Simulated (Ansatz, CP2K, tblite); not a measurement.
# CP2K on generalised stacking fault on (110) of a LiCl-LiBr solid solution (56 atoms): settings against a plane-wave reference, part 2 of 2

Aim: run generalised stacking fault on (110) of a LiCl-LiBr solid solution (56 atoms) in CP2K and see how near its forces come to a plane-wave reference, and at what cost.

Program: CP2K 2026.2; the method stands at each step. Banners, paths, timers and routine set-up lines are dropped from the logs unmarked, and long logs keep their key lines alone; longer cuts are marked.

So far. Step 2 (PBE, DZVP-UZH, 800/50 Ry, diagonalisation): Forces lie 6.3 % from the reference's, at 17 times its CPU time. Step 3 (GFN1-xTB, diagonalisation): Against the first run (6.3 %), the force difference from the reference is 44 %, at 0.017 times the CPU time (on 1 against 4 cores) (73 SCF steps against 24); the model has changed, so this is no error of the program alone.

## 4. PBE, SZV-MOLOPT-SR, 800/50 Ry, diagonalisation

Method: Kohn-Sham DFT, PBE, GTH-PBE pseudopotentials, Gaussian and plane waves, SZV-MOLOPT-SR-GTH, diagonalisation.

Contents of input.inp:

```
&GLOBAL
  PROJECT cell
  RUN_TYPE ENERGY_FORCE
  PRINT_LEVEL LOW
&END GLOBAL
&FORCE_EVAL
  METHOD QS
  STRESS_TENSOR ANALYTICAL
  &DFT
    BASIS_SET_FILE_NAME BASIS_MOLOPT
    POTENTIAL_FILE_NAME GTH_POTENTIALS
    &MGRID
      CUTOFF 800
      REL_CUTOFF 50
      NGRIDS 5
    &END MGRID
    &QS
      EPS_DEFAULT 1.0E-12
    &END QS
    &SCF
      SCF_GUESS ATOMIC
      EPS_SCF 1.0E-06
      MAX_SCF 200
      ADDED_MOS 28
      &DIAGONALIZATION
        ALGORITHM STANDARD
      &END DIAGONALIZATION
      &SMEAR ON
        METHOD FERMI_DIRAC
        ELECTRONIC_TEMPERATURE [K] 580
      &END SMEAR
      &MIXING
        METHOD BROYDEN_MIXING
        ALPHA 0.15
        NBROYDEN 8
      &END MIXING
      &PRINT
        &RESTART OFF
        &END RESTART
      &END PRINT
    &END SCF
    &XC
      &XC_FUNCTIONAL PBE
      &END XC_FUNCTIONAL
    &END XC
    &PRINT
      &MULLIKEN ON
      &END MULLIKEN
      &HIRSHFELD ON
        SHAPE_FUNCTION DENSITY
      &END HIRSHFELD
      &MO ON
        EIGENVALUES T
        OCCUPATION_NUMBERS T
        MO_INDEX_RANGE 129 152
        &EACH
          QS_SCF 0
        &END EACH
        ADD_LAST NUMERIC
      &END MO
    &END PRINT
  &END DFT
  &SUBSYS
    &CELL
      A 7.44767 0.00000 0.00000
      B 0.00000 5.26630 0.00000
      C 2.48253 0.00000 26.26686
    &END CELL
    &TOPOLOGY
      COORD_FILE_NAME structure.xyz
      COORD_FILE_FORMAT XYZ
    &END TOPOLOGY
    &KIND Li
      BASIS_SET SZV-MOLOPT-SR-GTH-q3
      POTENTIAL GTH-PBE-q3
    &END KIND
    &KIND Br
      BASIS_SET SZV-MOLOPT-SR-GTH-q7
      POTENTIAL GTH-PBE-q7
    &END KIND
    &KIND Cl
      BASIS_SET SZV-MOLOPT-SR-GTH-q7
      POTENTIAL GTH-PBE-q7
    &END KIND
  &END SUBSYS
  &PRINT
    &FORCES ON
    &END FORCES
    &STRESS_TENSOR ON
    &END STRESS_TENSOR
  &END PRINT
&END FORCE_EVAL
```

Contents of structure.xyz:

```xyz
56

Li 7.50693 0.02265 26.02547
Br 5.55534 0.03607 1.90198
Li 7.41802 0.00937 3.70599
Cl 5.55913 5.23144 5.57251
Li 7.49550 0.01348 7.47135
Cl 5.57549 5.24676 9.29322
Li 7.39274 5.25903 11.13347
Cl 5.59572 0.07662 13.06986
Li 7.48442 5.26251 14.93718
Cl 5.62029 0.03692 16.72936
Li 7.46811 5.25234 18.56279
Cl 5.57382 5.24950 20.43614
Li 7.41868 5.25182 22.32105
Cl 5.68900 5.26514 24.20412
Li 3.76177 5.25466 26.11977
Br 1.90541 0.04129 1.88097
Li 3.72760 0.01543 3.69391
Cl 1.87499 0.00179 5.57488
Li 3.73594 0.01432 7.43142
Br 1.86799 5.25803 9.24383
[... 32 atom lines left out ...]
Li 5.61935 2.65843 20.51757
Br 3.74020 2.69392 22.26038
Li 5.59059 2.62125 24.21095
Br 3.76542 2.65042 26.06776
```

On the command line:

```
$ OMP_NUM_THREADS=1 cp2k.psmp -i input.inp > output.txt
```

Numbers of over 12 decimals in the logs are rounded to 6 here.

Output:

```text
CP2K| version string:                                       CP2K version 2026.2
 CP2K| Input file name                                                 input.inp
 GLOBAL| Basis set file name                                        BASIS_MOLOPT
 GLOBAL| Potential file name                                      GTH_POTENTIALS
[... lines left out ...]
 Number of electrons:                                                        280
[... lines left out ...]
  Step     Update method      Time    Convergence         Total energy    Change
[... lines left out ...]
  *** SCF run converged in    20 steps ***
[... lines left out ...]
  Fermi energy:                                                 0.211595
  Total energy:                                              -614.507747
  Total energy (extrapolated to T->0):                       -614.507747
[... lines left out ...]
 MO| E(Fermi):            0.211595 a.u.          5.757796 eV
[... lines left out ...]
 ENERGY| Total FORCE_EVAL ( QS ) energy [hartree]           -614.507743
[... lines left out ...]
 FORCES|      1 -8.35763214E-03 -8.85900139E-04 -3.05522272E-02   3.16871176E-02
 FORCES|      2  1.38393053E-02 -3.49790420E-03  2.25965340E-02   2.67276085E-02
 FORCES|      3  3.22745171E-03 -1.94556821E-04  5.58649063E-03   6.45470173E-03
[...]
FORCES|     55  7.49427129E-03  2.44598897E-04  1.82027894E-03   7.71604473E-03
 FORCES|     56 -1.34366016E-02 -2.86789542E-04 -3.83288947E-02   4.06168521E-02
 FORCES| Sum    -2.81587127E-06  3.17597482E-06  1.80970824E-05
 FORCES| Total atomic force                                       1.85881774E-05
 STRESS| Analytical stress tensor [bar]
 STRESS|                        x                   y                   z
 STRESS|      x        6.05780119085E+04   1.40288689793E+02   6.52477314237E+03
 STRESS|      y        1.40288689793E+02   1.58915634896E+04  -1.66409983970E+02
 STRESS|      z        6.52477314237E+03  -1.66409983970E+02   3.62045109009E+04
 STRESS| 1/3 Trace                                             3.75580287663E+04
```

The job ended after 3.6 min (1 thread of Arm Neoverse V2, shared host; peak memory 3.5 GiB).

Compared with the plane-wave run:

| Quantity | Value |
| --- | --- |
| r.m.s. force component | 0.4264 eV/Å |
| r.m.s. difference of force components | 81.19 meV/Å |
| longest difference of force vectors | 416.9 meV/Å |
| force difference over r.m.s. force | 22.91 % |
| slope of forces against the reference's | 1.198 |
| correlation of force components | 0.9954 |
| gap (highest filled to lowest empty level) | 4.902 eV |
| gap difference | -0.4996 eV |
| pressure | 3.756 GPa |
| pressure difference | 3.258 GPa |

This is a coarse setting, run to see what it loses.

Against the first run (6.3 %), the force difference from the reference is 23 %, at 0.64 times the CPU time (on 1 against 4 cores), with 168 basis functions against 532; this set comes with other potentials too, so the change isn't the basis's alone.

## 5. PBE, DZVP-UZH, 560/50 Ry, diagonalisation

Method: Kohn-Sham DFT, PBE, GTH-PBE pseudopotentials, Gaussian and plane waves, DZVP-MOLOPT (UZH set), diagonalisation.

input.inp: that of step 4 with these lines changed.

```diff
@@ -9,8 +9,7 @@
   &DFT
-    BASIS_SET_FILE_NAME BASIS_MOLOPT
-    POTENTIAL_FILE_NAME GTH_POTENTIALS
+    BASIS_SET_FILE_NAME BASIS_MOLOPT_UZH
+    POTENTIAL_FILE_NAME POTENTIAL_UZH
     &MGRID
-      CUTOFF 800
+      CUTOFF 560
       REL_CUTOFF 50
-      NGRIDS 5
     &END MGRID
@@ -68,8 +67,7 @@
     &END CELL
-    &TOPOLOGY
-      COORD_FILE_NAME structure.xyz
-      COORD_FILE_FORMAT XYZ
-    &END TOPOLOGY
+    &COORD
+[... 56 atom lines left out: the same atoms as in the first run ...]
+    &END COORD
     &KIND Li
-      BASIS_SET SZV-MOLOPT-SR-GTH-q3
+      BASIS_SET DZVP-MOLOPT-PBE-GTH-q3
       POTENTIAL GTH-PBE-q3
@@ -77,3 +75,3 @@
     &KIND Br
-      BASIS_SET SZV-MOLOPT-SR-GTH-q7
+      BASIS_SET DZVP-MOLOPT-PBE-GTH-q7
       POTENTIAL GTH-PBE-q7
@@ -81,3 +79,3 @@
     &KIND Cl
-      BASIS_SET SZV-MOLOPT-SR-GTH-q7
+      BASIS_SET DZVP-MOLOPT-PBE-GTH-q7
       POTENTIAL GTH-PBE-q7
```

On the command line:

```
$ OMP_NUM_THREADS=2 cp2k.psmp -i input.inp > output.txt
```

Output:

```text
CP2K| version string:                                       CP2K version 2026.2
 CP2K| Input file name                                                 input.inp
 GLOBAL| Basis set file name                                    BASIS_MOLOPT_UZH
 GLOBAL| Potential file name                                       POTENTIAL_UZH
 GLOBAL| Run type                                                   ENERGY_FORCE
 GLOBAL| Total number of message passing processes                             1
 GLOBAL| Number of threads for this process                                    2
 TOTAL NUMBERS AND MAXIMUM NUMBERS
  Total number of            - Atomic kinds:                                   3
                             - Atoms:                                         56
[... lines left out ...]
                        Smear method:                                FERMI_DIRAC
[... lines left out ...]
 Number of electrons:                                                        280
[... lines left out ...]
  Step     Update method      Time    Convergence         Total energy    Change
[... lines left out ...]
  *** SCF run converged in    24 steps ***
[... lines left out ...]
  Fermi energy:                                                 0.166711
  Total energy:                                              -616.277263
  Total energy (extrapolated to T->0):                       -616.277263
[... lines left out ...]
 MO| E(Fermi):            0.166711 a.u.          4.536443 eV
[... lines left out ...]
 !-----------------------------------------------------------------------------!
 !-----------------------------------------------------------------------------!
                           Hirshfeld Charges
  #Atom  Element  Kind  Ref Charge     Population                    Net charge
      1       Li     1       3.000          2.871                         0.129
      2       Br     2       7.000          7.102                        -0.102
      3       Li     1       3.000          2.880                         0.120
[...]
55       Li     1       3.000          2.877                         0.123
     56       Br     2       7.000          7.098                        -0.098
  Total Charge                                                           -0.000
 !-----------------------------------------------------------------------------!
 ENERGY| Total FORCE_EVAL ( QS ) energy [hartree]           -616.277260
 FORCES| Atomic forces [hartree/bohr]
 FORCES|   Atom     x               y               z               |f|
 FORCES|      1 -6.95416821E-03 -5.10667993E-04 -2.68103469E-02   2.77022732E-02
 FORCES|      2  1.10794329E-02 -2.96999769E-03  2.31121544E-02   2.58020620E-02
 FORCES|      3  2.11831237E-03 -1.65211966E-04  4.35231562E-03   4.84326270E-03
[...]
FORCES|     55  6.65519355E-03  2.06396853E-04  1.20376740E-03   6.76633259E-03
 FORCES|     56 -1.23684980E-02 -4.36105672E-04 -3.44895103E-02   3.66428200E-02
 FORCES| Sum     6.46458647E-05 -2.50693723E-05  7.38569416E-05
 FORCES| Total atomic force                                       1.01303549E-04
 STRESS| Analytical stress tensor [bar]
 STRESS|                        x                   y                   z
 STRESS|      x        3.64188729099E+04   8.62055367669E+01   5.81538836285E+03
 STRESS|      y        8.62055367669E+01  -2.72903959136E+04  -4.76570224762E+01
 STRESS|      z        5.81538836285E+03  -4.76570224762E+01   1.22617358290E+04
 STRESS| 1/3 Trace                                             7.13007094175E+03
```

Elapsed: 3.5 min, on 2 threads; peak memory 2.2 GiB; 6.5 min of CPU time.

Numbers from this run, and their distance from the reference:

* r.m.s. force component: 0.3732 eV/Å
* r.m.s. difference of force components: 22.24 meV/Å
* longest difference of force vectors: 104.7 meV/Å
* force difference over r.m.s. force: 6.277 %
* slope of forces against the reference's: 1.053
* correlation of force components: 0.9995
* gap (highest filled to lowest empty level): 5.308 eV
* gap difference: -0.0934 eV
* pressure: 0.713 GPa
* pressure difference: 0.2149 GPa
* energy less the same-level run's: -0.002 meV/atom
* r.m.s. force difference from the same-level run: 0.281 meV/Å

Against the first run (6.3 %), the force difference from the reference is 6.3 %, at 1.2 times the CPU time (on 2 against 4 cores): the change moves forces by 0.28 meV/Å r.m.s., so most of the difference comes from elsewhere.

## 6. PBE, DZVP-UZH, 280/50 Ry, diagonalisation

Method: Kohn-Sham DFT, PBE, GTH-PBE pseudopotentials, Gaussian and plane waves, DZVP-MOLOPT (UZH set), diagonalisation.

input.inp: that of step 5 with these lines changed.

```diff
@@ -12,3 +12,3 @@
     &MGRID
-      CUTOFF 560
+      CUTOFF 280
       REL_CUTOFF 50
```

Output:

```text
CP2K| version string:                                       CP2K version 2026.2
 CP2K| Input file name                                                 input.inp
 GLOBAL| Basis set file name                                    BASIS_MOLOPT_UZH
 GLOBAL| Potential file name                                       POTENTIAL_UZH
[... lines left out ...]
 Number of electrons:                                                        280
[... lines left out ...]
  Step     Update method      Time    Convergence         Total energy    Change
[... lines left out ...]
  *** SCF run converged in    24 steps ***
[... lines left out ...]
  Fermi energy:                                                 0.166672
  Total energy:                                              -616.286223
  Total energy (extrapolated to T->0):                       -616.286223
[... lines left out ...]
 MO| E(Fermi):            0.166672 a.u.          4.535375 eV
[... lines left out ...]
 ENERGY| Total FORCE_EVAL ( QS ) energy [hartree]           -616.286220
[... lines left out ...]
 FORCES|      1 -6.16296322E-03 -1.12937212E-03 -2.82225885E-02   2.89097232E-02
 FORCES|      2  1.10547419E-02 -2.95517609E-03  2.30654768E-02   2.57479437E-02
 FORCES|      3  1.18144289E-03 -7.50474889E-04  2.84869271E-03   3.17396755E-03
[...]
FORCES|     55  5.13139389E-03  9.44620369E-04  3.94594935E-03   6.54171439E-03
 FORCES|     56 -1.23292432E-02 -4.22984466E-04 -3.44776467E-02   3.66182642E-02
 FORCES| Sum     8.58370212E-03 -1.30865814E-03  1.85307339E-03
 FORCES| Total atomic force                                       8.87842380E-03
 STRESS| Analytical stress tensor [bar]
 STRESS|                        x                   y                   z
 STRESS|      x        3.94444744737E+04   9.50802707403E+01   6.06842681019E+03
 STRESS|      y        9.50802707403E+01  -2.61038682932E+04  -4.84806613374E+01
 STRESS|      z        6.06842681019E+03  -4.84806613374E+01   1.46119252884E+04
 STRESS| 1/3 Trace                                             9.31751048963E+03
```

It took 2.2 min on 2 threads; peak memory 0.97 GiB.

Compared with the plane-wave run:

```yaml
r_m_s_force_component: 0.3784 eV/Å
r_m_s_difference_of_force_components: 65.71 meV/Å
longest_difference_of_force_vectors: 320 meV/Å
force_difference_over_r_m_s_force: 18.55 %
slope_of_forces_against_the_reference_s: 1.053
correlation_of_force_components: 0.9861
spacing_of_highest_filled_and_lowest_empty_level: 5.306 eV
gap_difference: -0.0953 eV
pressure: 0.9318 GPa
pressure_difference: 0.4337 GPa
energy_less_the_same_level_run_s: -4.356 meV/atom
r_m_s_force_difference_from_the_same_level_run: 62.04 meV/Å
```

This is a coarse setting, run to see what it loses.

Against the first run (6.3 %), the force difference from the reference is 19 %, at 0.76 times the CPU time (on 2 against 4 cores): the grid matters here.

The difference per atom is largest on Li (0.14 eV/Å on average, against 0.042 on Br).

## 7. The ladder

Differences are against the plane-wave reference, forces as r.m.s. over components; share is that over the reference's r.m.s. force, slope the least-squares factor from reference forces to these. Total energies of different programs have different zeros and aren't compared.

```
                                                         run  Δ force, r.m.s. (meV/Å)  share (%)  slope  Δ pressure (GPa)  Δ gap (eV)  cores  CPU time  memory (GiB)
                                                   reference                        -          -      -                 -           -      4      20 s          0.95
              CP2K PBE, DZVP-UZH, 800/50 Ry, diagonalisation                     22.2       6.27  1.053             0.215     -0.0934      4   5.7 min           4.5
                              CP2K GFN1-xTB, diagonalisation                      155       43.7  1.339             -2.44           -      1     5.7 s          0.24
CP2K PBE, SZV-MOLOPT-SR, 800/50 Ry, diagonalisation (coarse)                     81.2       22.9  1.198              3.26      -0.500      1   3.6 min           3.5
     CP2K PBE, DZVP-UZH, 560/50 Ry, diagonalisation (coarse)                     22.2       6.28  1.053             0.215     -0.0934      2   6.5 min           2.2
     CP2K PBE, DZVP-UZH, 280/50 Ry, diagonalisation (coarse)                     65.7       18.5  1.053             0.434     -0.0953      2   4.3 min          0.97
```

Rows marked coarse were listed beforehand as settings not expected to be converged; some can still land near the reference.

CPU time is summed over cores on a shared host, where runs went side by side, so it is rough. Symmetry, cutoffs, thresholds, outputs and thread counts weren't matched or tuned between programs; memory under MPI is the largest rank's times the ranks.

Mean charges by element (e), by run and scheme:

```
                                           run     scheme     Li     Br     Cl
                                     reference     Löwdin  +0.69  -0.57  -0.65
CP2K PBE, DZVP-UZH, 800/50 Ry, diagonalisation   Mulliken  +0.45  -0.37  -0.49
CP2K PBE, DZVP-UZH, 800/50 Ry, diagonalisation  Hirshfeld  +0.12  -0.08  -0.14
                CP2K GFN1-xTB, diagonalisation   Mulliken  +0.43  -0.28  -0.51
CP2K PBE, DZVP-UZH, 560/50 Ry, diagonalisation   Mulliken  +0.45  -0.37  -0.49
CP2K PBE, DZVP-UZH, 560/50 Ry, diagonalisation  Hirshfeld  +0.12  -0.08  -0.14
```

The reference's Löwdin charges lack the electrons that the projection spills, 0.033 e an atom on average.

Within one program, basis, potentials and functional, energies share a zero. Each run against its twin at the usual cutoff or grid and solver:

```
                                           run                                  twin  Δ energy (meV/atom)  Δ force, r.m.s. (meV/Å)         CPU time over the twin's
CP2K PBE, DZVP-UZH, 560/50 Ry, diagonalisation  DZVP-UZH, 800/50 Ry, diagonalisation               -0.002                    0.281   1.2 (this twin ran on 4 cores)
CP2K PBE, DZVP-UZH, 280/50 Ry, diagonalisation  DZVP-UZH, 800/50 Ry, diagonalisation                -4.36                     62.0  0.76 (this twin ran on 4 cores)
```

A second geometry, displaced anew (every atom was moved at random, 0.04 Å r.m.s. a Cartesian component), gives an energy difference that all programs can be tested on. The reference puts it at -0.073 meV/atom.

```
                                                run  energy less the first geometry's (meV/atom)  error (meV/atom)  force share at the second geometry (%)
     CP2K PBE, DZVP-UZH, 800/50 Ry, diagonalisation                                      -0.0669            0.0061                                    6.81
                     CP2K GFN1-xTB, diagonalisation                                       0.1599             0.233                                    42.1
CP2K PBE, SZV-MOLOPT-SR, 800/50 Ry, diagonalisation                                       0.0316             0.105                                    23.3
     CP2K PBE, DZVP-UZH, 560/50 Ry, diagonalisation                                      -0.0661            0.0069                                    6.80
     CP2K PBE, DZVP-UZH, 280/50 Ry, diagonalisation                                       -0.108            -0.035                                    20.1
```

## 8. Summary of results

* nearest in forces: a tie at 6.3 % of 2 runs: CP2K PBE, DZVP-UZH, 800/50 Ry, diagonalisation; CP2K PBE, DZVP-UZH, 560/50 Ry, diagonalisation (coarse)

The PBE run in local orbitals, coarse settings apart, differs by 6.3 % (CP2K PBE, DZVP-UZH, 800/50 Ry, diagonalisation); basis, grid and potentials can all enter. Tight binding differs by 44 % (CP2K GFN1-xTB, diagonalisation); it is another model, with fitted parameters of its own, and the xTB methods hold dispersion. CP2K GFN1-xTB, diagonalisation needed 73 SCF steps, so its time overstates the method's usual cost. Runs with settings chosen to be coarse differ by 6.3 % (CP2K PBE, DZVP-UZH, 560/50 Ry, diagonalisation) to 23 % (CP2K PBE, SZV-MOLOPT-SR, 800/50 Ry, diagonalisation), their programs' other errors included. One electronic-structure run takes under half the reference's CPU time: CP2K GFN1-xTB, diagonalisation, at 44 % in 5.7 s against 20 s; its pressure misses by -2.4 GPa. CP2K PBE, SZV-MOLOPT-SR, 800/50 Ry, diagonalisation stiffens the forces by a factor of 1.20 while following their directions (correlation 0.995); the slopes of the 5 CP2K runs lie between 1.05 and 1.34. At the same functional, gaps differ from the reference's 5.40 eV by between -0.50 and -0.09 eV. These are spacings on the run's k-points, which needn't hold the band edges. In pressure, CP2K PBE, SZV-MOLOPT-SR, 800/50 Ry, diagonalisation misses by +3.3 GPa, at the same functional. Charges hang on model, scheme and program or settings: among these rows the mean for Li runs from +0.12 to +0.69 e. The energy difference between the two geometries, -0.073 meV/atom in the reference, is met best by CP2K PBE, DZVP-UZH, 800/50 Ry, diagonalisation (+0.0061) and CP2K PBE, DZVP-UZH, 560/50 Ry, diagonalisation (coarse) (+0.0069) and worst by CP2K GFN1-xTB, diagonalisation (+0.233). Periodic xTB results under one method name differ between programs and library versions. The cell is under 6 Å thick along one periodic direction, so every atom has periodic images of itself close by, which move with it and show among its neighbours and in g(r). The reference's stress is far from hydrostatic: its diagonal is 3.4, -2.8, 0.9 GPa, compression counted positive. The host structure and its lattice constant were typed by rule, without a check against the phase diagram. The electronic-structure runs sample only Γ, in a cell whose shortest periodic width is 5 Å.

[Also dropped from logs without a mark: logging warnings of Python, and SIESTA's first energy breakdown and zero terms.]

[Logs are printed without paths, hosts, clocks, repeated set-up lines and the standing remarks that a program may print on its own settings, such as how far it seeks lower states.]

[Hosts, paths, dates, database ids (printed as entryN), source tags and the programs' standing remarks are cut or masked in the printed files.]
